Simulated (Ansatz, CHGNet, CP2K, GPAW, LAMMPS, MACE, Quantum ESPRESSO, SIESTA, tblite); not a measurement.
# Which run comes nearest? Amorphous SiO1.9 (78 atoms)

Density of this cell: 2.26 g/cm³. The cell holds 78 atoms: 27 Si and 51 O. Cell: a = 10.502 Å, b = 10.502 Å, c = 10.502 Å, α = 90.0°, β = 90.0°, γ = 90.0°. 78 atoms (27 Si, 51 O) placed at random at 2.26 g/cm³, melted at 5000 K for 10 ps at fixed volume with the Tersoff Si-O potential (Munetoh et al., Comput. Mater. Sci. 39, 334 (2007)). Quenched from 5000 K to 500 K at 20 K/ps and fixed volume, annealed at 2000 K for 50 ps, held 5 ps.

Geometry: as built.

The reference, a calculation:

```
method                 : Kohn-Sham DFT, PBE, SSSP efficiency 1.3.0 pseudopotentials, plane waves (Quantum ESPRESSO 7.5); sssp-pbe-1.3.0-efficiency, cutoffs 60/480 Ry, Γ point
r.m.s. force component : 1.368 eV/Å
longest force          : 5.01 eV/Å
pressure               : -1.028 GPa
time                   : 3.1 min on 4 MPI ranks of Arm Neoverse V1, shared host
CPU time               : 12 min
```

**Question.** The same geometry is run in other programs. How far does each lie from the reference, and what does it cost?
- GPAW PBE, LCAO szp(dzp), h 0.18 Å (GPAW 26.7.0; 1 thread)
- GPAW PBE, LCAO dzp, h 0.18 Å (GPAW 26.7.0; 1 thread)
- CHGNet r2SCAN potential (CHGNet r2SCAN; 1 thread)
- CHGNet 0.3.0 potential (CHGNet 0.3.0; 1 thread)
- CP2K PBE, DZVP-UZH, 600/50 Ry, diagonalisation (CP2K 2026.2; 4 MPI ranks)
- CP2K PBE, DZVP-MOLOPT-SR, 600/50 Ry, diagonalisation (CP2K 2026.2; 4 MPI ranks)
- SIESTA PBE, SZP, shift 0.01 Ry, mesh 500 Ry (SIESTA 5.4.2; 2 MPI ranks)
- CP2K PBE, SZV-MOLOPT-SR, 600/50 Ry, diagonalisation (CP2K 2026.2; 2 threads)
- tblite GFN1-xTB (tblite 0.8.0; 1 thread)
- MACE MPA-0 medium potential (MACE MPA-0 medium; 1 thread)

Differences are against the plane-wave reference, forces as r.m.s. over components; share is that over the reference's r.m.s. force, slope the least-squares factor from reference forces to these. Total energies of different programs have different zeros and aren't compared.

| run | Δ force, r.m.s. (meV/Å) | share (%) | slope | Δ pressure (GPa) | cores | CPU time | memory (GiB) |
| --- | --- | --- | --- | --- | --- | --- | --- |
| reference | - | - | - | - | 4 | 12 min | 3.8 |
| GPAW PBE, LCAO szp(dzp), h 0.18 Å (coarse) | 286 | 20.9 | 1.027 | - | 1 | 2.4 min | 1.4 |
| GPAW PBE, LCAO dzp, h 0.18 Å | 282 | 20.6 | 1.018 | - | 1 | 3.1 min | 1.5 |
| CHGNet r2SCAN potential | 464 | 33.9 | 0.879 | -7.18 | 1 | 4.8 s | 1.0 |
| CHGNet 0.3.0 potential | 432 | 31.6 | 0.945 | -1.87 | 1 | 4.1 s | 1.0 |
| CP2K PBE, DZVP-UZH, 600/50 Ry, diagonalisation | 86.7 | 6.33 | 0.989 | 0.854 | 4 | 6.2 min | 4.4 |
| CP2K PBE, DZVP-MOLOPT-SR, 600/50 Ry, diagonalisation | 122 | 8.93 | 0.981 | 1.16 | 4 | 4.5 min | 4.4 |
| SIESTA PBE, SZP, shift 0.01 Ry, mesh 500 Ry (coarse) | 345 | 25.2 | 1.047 | 8.68 | 2 | 4.5 min | 1.7 |
| CP2K PBE, SZV-MOLOPT-SR, 600/50 Ry, diagonalisation (coarse) | 706 | 51.6 | 1.093 | 22.8 | 2 | 3.7 min | 3.3 |
| tblite GFN1-xTB | 737 | 53.9 | 0.868 | 4.18 | 1 | 3.6 s | 0.12 |
| MACE MPA-0 medium potential | 350 | 25.6 | 1.041 | -1.89 | 1 | 9 s | 0.99 |

Rows marked coarse were listed beforehand as settings not expected to be converged; some can still land near the reference.

Times of the machine-learned potentials are mostly Python's start and the loading of weights.

CPU time is summed over cores on a shared host, where runs went side by side, so it is rough. Symmetry, cutoffs, thresholds, outputs and thread counts weren't matched or tuned between programs; memory under MPI is the largest rank's times the ranks.

The PBE runs in local orbitals, coarse settings apart, differ by 6.3 % (CP2K PBE, DZVP-UZH, 600/50 Ry, diagonalisation) to 21 % (GPAW PBE, LCAO dzp, h 0.18 Å); basis, grid and potentials can all enter. Tight binding differs by 54 % (tblite GFN1-xTB); it is another model, with fitted parameters of its own, and the xTB methods hold dispersion. Machine-learned potentials differ by 26 % (MACE MPA-0 medium potential) to 34 % (CHGNet r2SCAN potential); they were trained on other programs' data, some at another functional. Runs with settings chosen to be coarse differ by 21 % (GPAW PBE, LCAO szp(dzp), h 0.18 Å) to 52 % (CP2K PBE, SZV-MOLOPT-SR, 600/50 Ry, diagonalisation), their programs' other errors included. Periodic xTB results under one method name differ between programs and library versions. Machine-learned potentials mimic data converged in k, so the reference's own k-point error enters their differences. The network of bonds at the start is that of the classical potential that made the cell, and needn't be the one that DFT or experiment would give. The electronic-structure runs sample only Γ, in a cell whose shortest periodic width is 11 Å, which is coarse for a cell with partly filled levels.

[Logs are printed without paths, hosts, clocks, repeated set-up lines and the standing remarks that a program may print on its own settings, such as how far it seeks lower states.]

[Hosts, paths, dates, database ids (printed as entryN), source tags and the programs' standing remarks are cut or masked in the printed files.]
